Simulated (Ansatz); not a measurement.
# InGaP2 (zincblende [001] superlattice) (Pmm2): converging the G0W0 gap

Aim: see how the G0W0 gap of InGaP2 (zincblende [001] superlattice) (Pmm2) on PBEsol moves with empty bands and screening cutoff, and what each rung costs.

Calculated with Ansatz 0.2.0; G0W0 on PBEsol, plane waves, PAW; PAW set soft_1.

The structure was built from a prototype and need not be the compound's stable phase.

### Step 1. The structure

It takes space group P-4m2 (No. 115, tetragonal). The conventional cell has a = 3.992 Å, b = 3.992 Å, c = 5.684 Å, α = 90.00°, β = 90.00°, γ = 90.00°. Nearest to Ga lie 4 P at 2.38 Å. Nearest to P lie 2 Ga at 2.38 Å and 2 In at 2.52 Å. Nearest to In lie 4 P at 2.52 Å. It derives from GaP. Farther neighbours are not listed. That group holds within 0.01 Å; judged at 0.001 Å it is Pmm2 (No. 25).

The structure was relaxed with PBEsol. The runs that relaxed it are not among those shown.

### Step 2. 44 empty bands, screening to 36 eV

G0W0 replaces the xc potential by the self-energy, built once from these orbitals. Only a window of levels is corrected, while the sums run over the empty bands that the input names. This step takes PAW set soft_1 files.

The input, input.yaml:

```yaml
crystal:
  lattice:
    - [3.9934977685, 0.0, 0.0]
    - [0.0, 3.9912654442, 0.0]
    - [0.0, 0.0, 5.684030247]
  atoms:
    - { symbol: Ga, position: [0.0, 0.0, 0.1160816638] }
    - { symbol: P, position: [0.5, 0.0, 0.3446070586] }
    - { symbol: In, position: [0.5, 0.5, 0.6160108599] }
    - { symbol: P, position: [0.0, 0.5, 0.8870576487] }
kpoints:
  mp_grid: { grid: [4, 4, 4] }
hamiltonian:
  xc: pbesol
  pseudopotentials: { kind: paw, azcp: { folder: soft_1 }, xc_functional: pbe }
scf:
  occupations: { method: fixed }
gw:
  n_empty_bands: 44
  ecut_chi: 36
  qp_bands: [v2, c2]
  qp_kpoints: band_edges
  screening: { model: contour_deformation }
```

On the command line:

```console
$ ansatz run input.yaml --threads 4 --pin off --max-ram 17510MiB --backend cpu --events-out ev --progress --plain --runs-dir out
```

Numbers of over 12 decimals in the logs are rounded to 6 here.

Output:

```text
Engine: ansatz 0.2.0, aarch64-unknown-linux-gnu
Pseudopotentials: kind: paw
Pseudopotential: Ga, paw, valence charge 13, recommended cutoff 420 eV (normal), soft_1/Ga.paw.azcp
Pseudopotential: P, paw, valence charge 5, recommended cutoff 420 eV (normal), soft_1/P.paw.azcp
Pseudopotential: In, paw, valence charge 13, recommended cutoff 420 eV (normal), soft_1/In.paw.azcp
Functional definition: PBEsol
  exchange = pbesol_x
  correlation = pbesol_c
Crystal: 4 atoms, lattice volume = 90.598 Å³
Basis set: ecut = 420 eV, 1787 PW (Γ)
Bands: 22, of which v1, the nominal top of the filled ones, is band 18 counted from 1 (17 counted from 0)
Symmetry: 4 space group operations
Space group: Pmm2 (ITA 25), of the structure as read, at distance tolerance 4.5e-5 Å
k-points: 27 of 64 (time reversal used)
Non-local potential: Ga, projectors of the file, l = 0: 2, l = 1: 2, l = 2: 3, l = 3: 1
Non-local potential: P, projectors of the file, l = 0: 2, l = 1: 2, l = 2: 1
Non-local potential: In, projectors of the file, l = 0: 2, l = 1: 2, l = 2: 2, l = 3: 1
PAW form: soft (Blöchl's): semilocal exchange-correlation on the pseudo side does not see the compensation charge
PAW frozen core: Ga, regenerated for the run's functional, and the local potential with it (the file was generated under x = pbe(κ = 0.804, μ = 0.219515), c = pbe(β = 0.066725))
PAW frozen core: P, regenerated for the run's functional, and the local potential with it (the file was generated under x = pbe(κ = 0.804, μ = 0.219515), c = pbe(β = 0.066725))
PAW frozen core: In, regenerated for the run's functional, and the local potential with it (the file was generated under x = pbe(κ = 0.804, μ = 0.219515), c = pbe(β = 0.066725))
PAW one-centre angular grid: Ga, 590 points (default); XC on 64 Gauss nodes
PAW one-centre angular grid: P, 110 points (default); XC on 64 Gauss nodes
PAW one-centre angular grid: In, 590 points (default); XC on 64 Gauss nodes
Initial density: superposition of atomic densities (chi_scale 0.1, normalization cell, long waves kept (reshape's long-wave potential 0.01 eV rms))
Initial wavefunctions: pseudopotential atomic-orbital guess
Functional: x = pbesol(κ = 0.804, μ = 0.123457), c = pbesol(β = 0.046)
SCF iter   1: F=—  HF=-10750.188227 eV  |F-HF|=—  |Δ(HF+E_count)|=         —  Δρ=3.88e-2  dr2=1.41e0  ethr=3.10e-3  ⟨swp⟩=5.2  Hψ=2628  notcnv=0  defer=45
preconditioner: auto → Resta (q_TF=auto, 2.339 Å⁻¹)  ε∞=4.1  [insulator: Δε(μ)=1.150 eV  Ē_g=13.314 eV  n_scr=20 (ndim 8)  ℏωp=23.4 eV  f_vac=0.000  ε∞_Penn≈4.1]
SCF iter   2: F=—  HF=-10749.868741 eV  |F-HF|=—  |Δ(HF+E_count)|=   3.19e-1  Δρ=2.19e-2  dr2=3.53e-1  ethr=3.10e-3  ⟨swp⟩=2.5  Hψ=964  notcnv=0  defer=48
SCF iter   3: F=—  HF=-10749.812429 eV  |F-HF|=—  |Δ(HF+E_count)|=   5.63e-2  Δρ=4.64e-3  dr2=2.10e-2  ethr=9.79e-4  ⟨swp⟩=2.0  Hψ=1131  notcnv=0  defer=51
SCF iter   4: F=—  HF=-10749.802902 eV  |F-HF|=—  |Δ(HF+E_count)|=   9.53e-3  Δρ=2.18e-3  dr2=5.04e-3  ethr=5.84e-5  ⟨swp⟩=2.9  Hψ=1178  notcnv=0  defer=54
SCF iter   5: F=—  HF=-10749.802153 eV  |F-HF|=—  |Δ(HF+E_count)|=   7.49e-4  Δρ=7.53e-4  dr2=6.85e-4  ethr=1.40e-5  ⟨swp⟩=2.1  Hψ=1136  notcnv=0  defer=54
SCF iter   6: F=—  HF=-10749.802746 eV  |F-HF|=—  |Δ(HF+E_count)|=   5.93e-4  Δρ=2.21e-4  dr2=3.95e-5  ethr=1.90e-6  ⟨swp⟩=3.0  Hψ=1134  notcnv=0  defer=54
SCF iter   7: F=—  HF=-10749.802775 eV  |F-HF|=—  |Δ(HF+E_count)|=   2.91e-5  Δρ=3.47e-5  dr2=7.83e-7  ethr=1.10e-7  ⟨swp⟩=2.0  Hψ=945  notcnv=0  defer=35
SCF iter   8: F=-10749.802777 eV  HF=-10749.802777 eV  |F-HF|=1.07e-7  |Δ(HF+E_count)|=   2.05e-6  Δρ=1.02e-5  dr2=6.01e-8  ethr=2.78e-10  ⟨swp⟩=8.0  Hψ=2942  notcnv=0
SCF 1 converged in 8 iterations: F = -10749.802777 eV  dr2 = 6.01e-8
  greatest PAW one-centre occupation: 0.994 electrons in one spin orbital (limit 2), on the Ga atom at site 0 (counted from 0), in its partial waves of l = 2
NSCF: frozen V_eff on 27 k-points
G₀W₀ screening: q 1/27
[... further progress lines ...]
SCF converged after 8 iterations
Free energy (F): -10749.802777 eV
Harris-Foulkes:  -10749.802777 eV  (|F-HF|=1.07e-7)
Internal energy: -10749.802777 eV  (E = F + TS)
E sigma→0 (E₀):  -10749.802777 eV
Fermi energy:    7.061292 eV
--- Per-component energies (eV) ---
  E_band       = -112.658544
  E_kinetic    = 468.583780
  E_local      = -3023.663744  (includes V_loc(G=0)·N_el)
  E_nonlocal   = 301.923686
  E_hartree    = 1555.049055
  E_xc         = -348.449910
  E_vxc        = -267.399763  (∫ρ·V_xc dr)
  E_paw        = -7177.995404  (= ΣΔE_a)
  E_vpaw       = -702.195870  (= ΣTr[D̂ρ^β])
  E_aug_tail   = -0.000066  (compensation charges beyond the density's cutoff)
  E_ewald      = -2526.441250
  E_core_change = 1.191075  (= ΣΔE_core)
  E_smearing   = -0.000000  (= −TS)
  E_closure    = -0.000000  (closes the sum)
  Σ components = -10749.802777   (vs F -10749.802777, Δ=0.00e0)
--- Band table (eV; the first three rows and the last of 27) ---
  k-point 0: bands = [... 14 lower, 4.4298, 6.8585, 7.0541, 7.0613, 7.9510, 8.6660, 9.0187, 10.9419]
  k-point 1: bands = [... 14 lower, 4.6601, 5.3582, 6.4911, 6.4982, 8.6707, 8.9978, 9.8504, 10.4342]
  k-point 2: bands = [... 14 lower, 5.0734, 5.0825, 5.8083, 5.8149, 9.0667, 9.1019, 10.2519, 10.6982]
  k-point 26: bands = [... 14 lower, 3.6406, 3.7637, 3.7958, 3.7961, 11.3909, 11.3918, 11.4772, 11.5994]
--- G₀W₀: contour deformation, 6 samples at zero and on the imaginary axis and 1 off it, 64 q-points, 44 empty bands' worth ---
  eigenvalues of the whole cell's RPA ε∞ on this k-mesh (on a slab, of 1 + 4πα/V) = 16.0870, 21.3900, 21.5287; static W/v taken at q = 0 is 0.048676
  gw.qp_kpoints: band_edges: 14 of 27 stored k-points solved, in 2 passes; an edge of the gap read off the rows below is read off those points alone
    valence top: of the k-points left out ik 18 came nearest to being solved in a further pass, in band 18 (counted from 1, as in the quasiparticle table): it holds the edge there only if its correction is more favourable than any solved in that band by at least 0.856 eV; those differ by 0.162 eV
    conduction bottom: of the k-points left out ik 2 came nearest to being solved in a further pass, in band 19 (counted from 1, as in the quasiparticle table): it holds the edge there only if its correction is more favourable than any solved in that band by at least 0.583 eV; those differ by 0.533 eV
  `?` marks the rows in doubt; gw_qp.tsv's column doubts and the gw_qp event give each row's grounds
    ik  band        ε_KS         Σx   Σc(E_QP)       V_xc       Z   E_QP_lin       E_QP  E_QP is
     0    17      7.0541   -16.9228     1.9092   -15.2116  0.7570     7.2512     7.2521  root
     0    18      7.0613   -16.9207     1.9080   -15.2111  0.7570     7.2589     7.2598  root
     0    19      7.9510   -10.3008    -3.2044   -14.4600  0.7727     8.8784     8.9058  root
     0    20      8.6660    -7.2197    -3.3532   -11.0454  0.7766     9.1471     9.1385  root
     1    17      6.4911   -16.3709     2.0327   -14.4888  0.7530     6.6411     6.6417  root
     1    18      6.4982   -16.3696     2.0318   -14.4890  0.7530     6.6488     6.6494  root
     1    19      8.6707    -7.2269    -3.4360   -11.2371  0.7752     9.2599     9.2448  root
     1    20      8.9978    -8.5714    -3.5281   -12.8159  0.7653     9.7474     9.7142  root ?
     3    17      5.7790   -15.6966     1.9974   -13.8182  0.7504     5.8977     5.8981  root
     3    18      6.8072   -16.7732     2.0067   -14.9511  0.7549     6.9910     6.9918  root
     3    19      8.8771    -7.8700    -3.5360   -12.0699  0.7691     9.5655     9.5410  root
     3    20      9.8077    -9.0157    -3.6751   -13.5042  0.7650    10.6894    10.6211  root ?
     4    17      6.3798   -16.3069     1.9219   -14.5544  0.7551     6.5484     6.5491  root
     4    18      6.4788   -16.4850     2.0931   -14.5475  0.7524     6.6338     6.6344  root
     4    19      8.6688    -8.7589    -3.4425   -12.9810  0.7708     9.4984     9.4484  root ?
     4    20      9.5547    -7.8243    -3.6465   -12.1734  0.7701    10.2883    10.2572  root ?
     7    17      5.5567   -16.4140     2.3741   -14.1377  0.7453     5.6542     5.6545  root
     7    18      6.2526   -16.3329     2.2118   -14.2580  0.7492     6.3890     6.3895  root
     7    19      8.9893    -9.0726    -3.4879   -13.3467  0.7652     9.8286     9.7754  root ?
     7    20      9.7460    -9.2489    -3.5283   -13.7385  0.7654    10.6834    10.7073  root
     8    17      5.9626   -16.2023     2.1178   -14.2419  0.7513     6.1194     6.1201  root
     8    18      6.3078   -16.4198     2.2114   -14.3533  0.7497     6.4521     6.4526  root
     8    19      8.1686    -9.0666    -3.2965   -13.1333  0.7737     8.9848     8.9388  root ?
     8    20      8.6830    -9.2610    -3.4176   -13.4998  0.7746     9.5762     9.5042  root ?
     9    17      5.7770   -15.6944     1.9979   -13.8152  0.7504     5.8954     5.8957  root
     9    18      6.8139   -16.7718     2.0059   -14.9510  0.7549     6.9982     6.9990  root
     9    19      8.8890    -7.8687    -3.5379   -12.0711  0.7691     9.5781     9.5535  root
     9    20      9.8142    -9.0137    -3.6769   -13.5040  0.7650    10.6958    10.6275  root ?
    10    17      6.3778   -16.3074     1.9223   -14.5543  0.7551     6.5463     6.5470  root
    10    18      6.4855   -16.4842     2.0924   -14.5479  0.7524     6.6410     6.6416  root
    10    19      8.6764    -8.7596    -3.4440   -12.9838  0.7708     9.5068     9.4566  root ?
    10    20      9.5633    -7.8180    -3.6483   -12.1685  0.7701    10.2966    10.2656  root ?
    14    17      5.7167   -16.1237     2.2011   -14.0386  0.7478     5.8324     5.8328  root
    14    18      6.0680   -16.1752     2.0738   -14.2430  0.7520     6.2090     6.2095  root
    14    19      9.9478    -8.1648    -3.7054   -12.6444  0.7655    10.7714    10.7220  root ?
    14    20      9.9638    -8.5227    -3.7387   -13.0743  0.7649    10.8445    10.7766  root ?
[...]
19    19      8.9986    -9.0696    -3.4900   -13.3460  0.7652     9.8384     9.7851  root ?
[...]
20    19      8.1764    -9.0627    -3.2983   -13.1313  0.7737     8.9927     8.9467  root ?
    20    20      8.6883    -9.2583    -3.4193   -13.4988  0.7746     9.5814     9.5095  root ?
    22    17      5.0247   -15.7951     2.4002   -13.4478  0.7401     5.0775     5.0776  root
    22    18      5.2380   -15.8432     2.3759   -13.5449  0.7417     5.3154     5.3156  root
    22    19      9.3673    -7.6762    -3.5214   -11.8547  0.7732    10.0480    10.0244  root
    22    20      9.3780    -7.5473    -3.5077   -11.6713  0.7727    10.0133     9.9942  root
    24    17      4.4781   -15.6557     2.6256   -13.0568  0.7309     4.5048     4.5048  root
    24    18      4.6774   -15.6622     2.6115   -13.0869  0.7316     4.7135     4.7136  root
    24    19      8.5630    -6.7761    -3.3672   -10.5657  0.7809     8.9918     8.9854  root
    24    20      8.5640    -6.7757    -3.3669   -10.5656  0.7809     8.9934     8.9869  root
```

Run time: 42 s. Hardware: 4 threads of Arm Neoverse N1, shared host; peak memory 0.44 GiB.

This step gave:

* bands summed: 62
* RPA ε∞ on this mesh (eigenvalues): 16.09, 21.39, 21.53
* plane waves in the screening matrix: 37
* q-points in the mesh: 64
* G0W0 gap on the mesh: 1.646 eV
* k of the valence top: 0, 0, 0
* k of the conduction bottom: 0, 0, 0
* starting gap on the mesh: 0.8897 eV
* Z at the valence top: 0.7570
* Z at the conduction bottom: 0.7727
* least direct G0W0 gap on the computed points: 1.646 eV

The gap on the mesh goes from 0.89 eV to 1.65 eV, a correction of +0.76 eV. Between the two edge states, bare exchange in place of the xc potential would open the gap by 5.87 eV, and correlation takes back 5.11 eV.

### Step 3. 175 empty bands, screening to 90 eV

Bands and screening cutoff are moved together, since each hides the error of the other.

input.yaml: that of step 2 with these lines changed.

```diff
@@ -18,4 +18,4 @@
 gw:
-  n_empty_bands: 44
-  ecut_chi: 36
+  n_empty_bands: 175
+  ecut_chi: 90.0
   qp_bands: [v2, c2]
```

Output:

```text
[...]
Crystal: 4 atoms, lattice volume = 90.598 Å³
Basis set: ecut = 420 eV, 1787 PW (Γ)
Bands: 22, of which v1, the nominal top of the filled ones, is band 18 counted from 1 (17 counted from 0)
[... 1 set-up line as in the run before ...]
[...]
k-points: 27 of 64 (time reversal used)
[...]
SCF iter   1: F=—  HF=-10750.188227 eV  |F-HF|=—  |Δ(HF+E_count)|=         —  Δρ=3.88e-2  dr2=1.41e0  ethr=3.10e-3  ⟨swp⟩=5.2  Hψ=2628  notcnv=0  defer=45
[...]
SCF iter   8: F=-10749.802777 eV  HF=-10749.802777 eV  |F-HF|=1.07e-7  |Δ(HF+E_count)|=   2.05e-6  Δρ=1.02e-5  dr2=6.01e-8  ethr=2.78e-10  ⟨swp⟩=8.0  Hψ=2942  notcnv=0
SCF 1 converged in 8 iterations: F = -10749.802777 eV  dr2 = 6.01e-8
[...]
NSCF: frozen V_eff on 27 k-points
G₀W₀ screening: q 1/27
[... further progress lines ...]
SCF converged after 8 iterations
Free energy (F): -10749.802777 eV
[...]
Internal energy: -10749.802777 eV  (E = F + TS)
E sigma→0 (E₀):  -10749.802777 eV
Fermi energy:    7.061292 eV
[...]
--- Band table (eV; the first three rows and the last of 27) ---
  k-point 0: bands = [... 14 lower, 4.4298, 6.8585, 7.0541, 7.0613, 7.9510, 8.6660, 9.0187, 10.9419]
  k-point 1: bands = [... 14 lower, 4.6601, 5.3582, 6.4911, 6.4982, 8.6707, 8.9978, 9.8504, 10.4342]
  k-point 2: bands = [... 14 lower, 5.0734, 5.0825, 5.8083, 5.8149, 9.0667, 9.1019, 10.2519, 10.6982]
  k-point 26: bands = [... 14 lower, 3.6406, 3.7637, 3.7958, 3.7961, 11.3909, 11.3918, 11.4772, 11.5994]
[...]
0    17      7.0541   -16.9228     1.3885   -15.2116  0.7481     6.7283     6.7315  root
     0    18      7.0613   -16.9207     1.3871   -15.2111  0.7481     6.7357     6.7389  root
     0    19      7.9510   -10.3008    -3.7586   -14.4600  0.7652     8.3567     8.3515  root
     0    20      8.6660    -7.2197    -3.6919   -11.0454  0.7734     8.8002     8.7997  root
     3    17      5.7790   -15.6966     1.5328   -13.8182  0.7436     5.4293     5.4335  root
     3    18      6.8072   -16.7732     1.4889   -14.9511  0.7464     6.4705     6.4740  root
     3    19      8.8771    -7.8700    -3.9268   -12.0699  0.7642     9.1526     9.1502  root
     3    20      9.8077    -9.0157    -4.1469   -13.5042  0.7589    10.1534    10.1493  root
[...]
24    17      4.4781   -15.6557     2.1925   -13.0568  0.7253     4.0647     4.0717  root
    24    18      4.6774   -15.6622     2.1717   -13.0869  0.7259     4.2667     4.2738  root
    24    19      8.5630    -6.7761    -3.6735   -10.5657  0.7785     8.6794     8.6791  root
    24    20      8.5640    -6.7757    -3.6737   -10.5656  0.7785     8.6805     8.6801  root
```

The job ended after 2.4 min (4 threads; peak memory 0.91 GiB).

Numbers from this step:

| Property | Result |
| --- | --- |
| bands summed | 193 |
| RPA ε∞ on this mesh (eigenvalues) | 15.61, 20.61, 20.74 |
| plane waves in the screening matrix | 181 |
| q-points in the mesh | 64 |
| G0W0 gap on the mesh | 1.613 eV |
| k of the valence top | 0, 0, 0 |
| k of the conduction bottom | 0, 0, 0 |
| starting gap on the mesh | 0.8897 eV |
| Z at the valence top | 0.7481 |
| Z at the conduction bottom | 0.7652 |
| least direct G0W0 gap on the computed points | 1.613 eV |

Against the run with 4×4×4 mesh, 44 empty bands, screening to 36 eV, PAW set soft_1 files, the gap moves by −0.03 eV.

### Step 4. Convergence and cost

Times are wall times on 4 threads of Arm Neoverse N1, shared host, good to a factor of about two.

| mesh | files | frequency | bands summed | cutoff (eV) | start (eV) | G0W0 (eV) | time | host memory (GiB) |
| --- | --- | --- | --- | --- | --- | --- | --- | --- |
| 4×4×4 | PAW set soft_1 | contour deformation | 62 | 36 | 0.890 | 1.646 | 42 s | 0.44 |
| 4×4×4 | PAW set soft_1 | contour deformation | 193 | 90 | 0.890 | 1.613 | 2.4 min | 0.91 |

How the two edges are built up, in eV (the quasiparticle level is the starting level plus Σx plus Σc less Vxc):

| run | edge | start | Σx | Σc | Vxc | Z | QP |
| --- | --- | --- | --- | --- | --- | --- | --- |
| 62 bands | valence top | 7.06 | -16.92 | 1.91 | -15.21 | 0.76 | 7.26 |
| 62 bands | conduction bottom | 7.95 | -10.30 | -3.20 | -14.46 | 0.77 | 8.91 |
| 193 bands | valence top | 7.06 | -16.92 | 1.39 | -15.21 | 0.75 | 6.74 |
| 193 bands | conduction bottom | 7.95 | -10.30 | -3.76 | -14.46 | 0.77 | 8.35 |

### Step 5. Results

```json
{"62 bands, 36 eV": "1.646 eV", "193 bands, 90 eV": "1.613 eV", "estimated limit in bands and cutoff": "1.60 eV", "mesh and start": "4×4×4, PBEsol"}
```

In words: A line in one over the bands through the two rungs gives 1.60 eV, −0.02 eV from the top rung; with two points alone it is an unchecked estimate. The rungs stand 0.05 eV (62 bands) and 0.02 eV (193 bands) from it. From 62 to 193 bands the gap moves by −0.03 eV while the time grows 3.4-fold. Σc changes by −0.52 eV at the valence top and −0.55 eV at the conduction bottom, so the levels themselves move more than the gap between them. The 4×4×4 mesh is coarse for this cell (its supercell is 16 Å along the shortest edge). The RPA ε∞ on it, from the PBEsol start, is 15.61, 20.61 and 20.74; such meshes misread the long-range screening, most where the gap is narrow. The many-body steps are scalar-relativistic: spin-orbit coupling is not in them.

[Paths, hosts, dates, memory and timing lines, banners, echoed tables and standing remarks are left out of the program output.]

[Logs are printed without paths, hosts, clocks, repeated set-up lines and the standing remarks that a program may print on its own settings, such as how far it seeks lower states.]

[Runs of the session that timed out or met a known fault of the program may be left out.]

[Cells called generated may have been cut or substituted from an entry of the Crystallography Open Database or the Materials Project.]

[Hosts, paths, dates, database ids (printed as entryN), source tags and the programs' standing remarks are cut or masked in the printed files.]
